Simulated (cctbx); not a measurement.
# Reading a Patterson map

Space group C2/m (no. 12), a = 13.1250 Å, b = 6.3230 Å, c = 9.5160 Å, α = 90.00°, β = 131.36°, γ = 90.00°, content Ru8 O36 N8.

Simulated single-crystal data (cctbx): Mo Kα, λ = 0.71073 Å, to d = 0.8 Å, 80 % of the full sphere, strongest reflection 40000 counts, noise from counting, a 1.5 % proportional error and a noise floor of 15 counts (s.d.); no absorption.

Patterson synthesis from sharpened amplitudes, origin scaled to 1000:

```text
Patterson group C 1 2/m 1
      u       v       w   height  length (A)
  0.000   0.000   0.000   1000.0     0.00
  0.129   0.500   0.731    730.5     5.01
  0.240   0.500   0.534    522.0     7.61
  0.113   0.000   0.803    273.2     3.06
  0.000   0.318   0.000    167.9     2.01
  0.124   0.177   0.738    129.1     3.94
  0.064   0.000   0.261    120.0     2.03
  0.071   0.500   0.477     95.7     5.09
  0.204   0.000   0.207     93.0     2.02
  0.245   0.173   0.525     92.0     7.16
  0.167   0.500   0.566     71.0     6.62
  0.205   0.500  -0.004     64.6     4.17
  0.169   0.000   0.041     64.5     1.98
  0.000   0.000   0.500     63.7     4.76
```

**Question.** Which atom pairs make the peaks, and where is the heaviest atom?

A peak at u stands for all pairs with xi − xj = u, with weight Σ ZiZj against Σ Z² = 18184 at the origin. Peak heights follow these weights only roughly, since form factors, motion and series ripples differ, all vectors within 0.55 Å of a peak are counted as merged into it though the farther ones add only part of their weight, and F(000) is left out, which lowers the whole map:

| u | v | w | shortest length (Å) | height | 1000 ΣZiZj/ΣZ² | pairs in the cell |
| --- | --- | --- | --- | --- | --- | --- |
| 0.129 | 0.500 | 0.731 | 3.71 | 730 | 777 | 6 × Ru–Ru, 20 × O–O, 4 × Ru–N |
| 0.240 | 0.500 | 0.534 | 3.36 | 522 | 590 | 4 × Ru–Ru, 8 × Ru–N, 8 × O–O |
| 0.113 | 0.000 | 0.803 | 3.06 | 273 | 377 | 2 × Ru–Ru, 8 × Ru–N, 8 × O–O |
| 0.000 | 0.318 | 0.000 | 2.01 | 168 | 338 | 16 × Ru–O, 8 × O–O |
| 0.124 | 0.177 | 0.738 | 3.93 | 129 | 253 | 12 × Ru–O, 6 × O–O |
| 0.064 | 0.000 | 0.261 | 2.03 | 120 | 239 | 12 × Ru–O, 2 × O–O |
| 0.071 | 0.500 | 0.477 | 4.41 | 96 | 259 | 12 × Ru–O, 4 × O–O, 4 × O–N |
| 0.204 | 0.000 | 0.207 | 2.02 | 93 | 169 | 8 × Ru–O, 4 × O–O |
| 0.245 | 0.173 | 0.525 | 3.91 | 92 | 194 | 8 × Ru–O, 8 × O–N, 4 × O–O |
| 0.167 | 0.500 | 0.566 | 3.51 | 71 | 77 | 4 × Ru–O |

The table stops at ten peaks or at a height of 45, below which ripples compete. In the model behind the data Ru, the heaviest element, has 2 independent sites: (0.1821, 1/2, 0.6322) and (0.0563, 0, 0.9017), up to an allowed shift of origin; the Ru–Ru vectors are differences of these positions and their symmetry mates. The whole model:

| atom | mult. | x | y | z | Ueq (Å²) |
| --- | --- | --- | --- | --- | --- |
| Ru1 | 4 | 0.1821 | 1/2 | 0.6322 | 0.0041 |
| Ru2 | 4 | 0.0563 | 0 | 0.9017 | 0.0033 |
| O1 | 4 | 0.6183 | 1/2 | 0.1604 | 0.0050 |
| O2 | 8 | 0.0727 | 0.3196 | 0.8959 | 0.0064 |
| O3 | 4 | 0.7726 | 1/2 | 0.5221 | 0.0059 |
| O4 | 8 | 0.8160 | 0.8180 | 0.3597 | 0.0053 |
| O5 | 4 | 0.9743 | 0 | 0.6473 | 0.0063 |
| O6 | 4 | 0.9812 | 1/2 | 0.3653 | 0.0059 |
| O7 | 4 | 0.2326 | 1/2 | 0.9040 | 0.0054 |
| N1 | 4 | 0.8318 | 0 | 0.4549 | 0.0050 |
| N2 | 4 | 0.0933 | 1/2 | 0.8399 | 0.0052 |

The model was made for the exercise: a known structure type with other elements put in, its volume estimated, not relaxed; displacement parameters are assumed.

[Logs are printed without paths, hosts, clocks, repeated set-up lines and the standing remarks that a program may print on its own settings, such as how far it seeks lower states.]
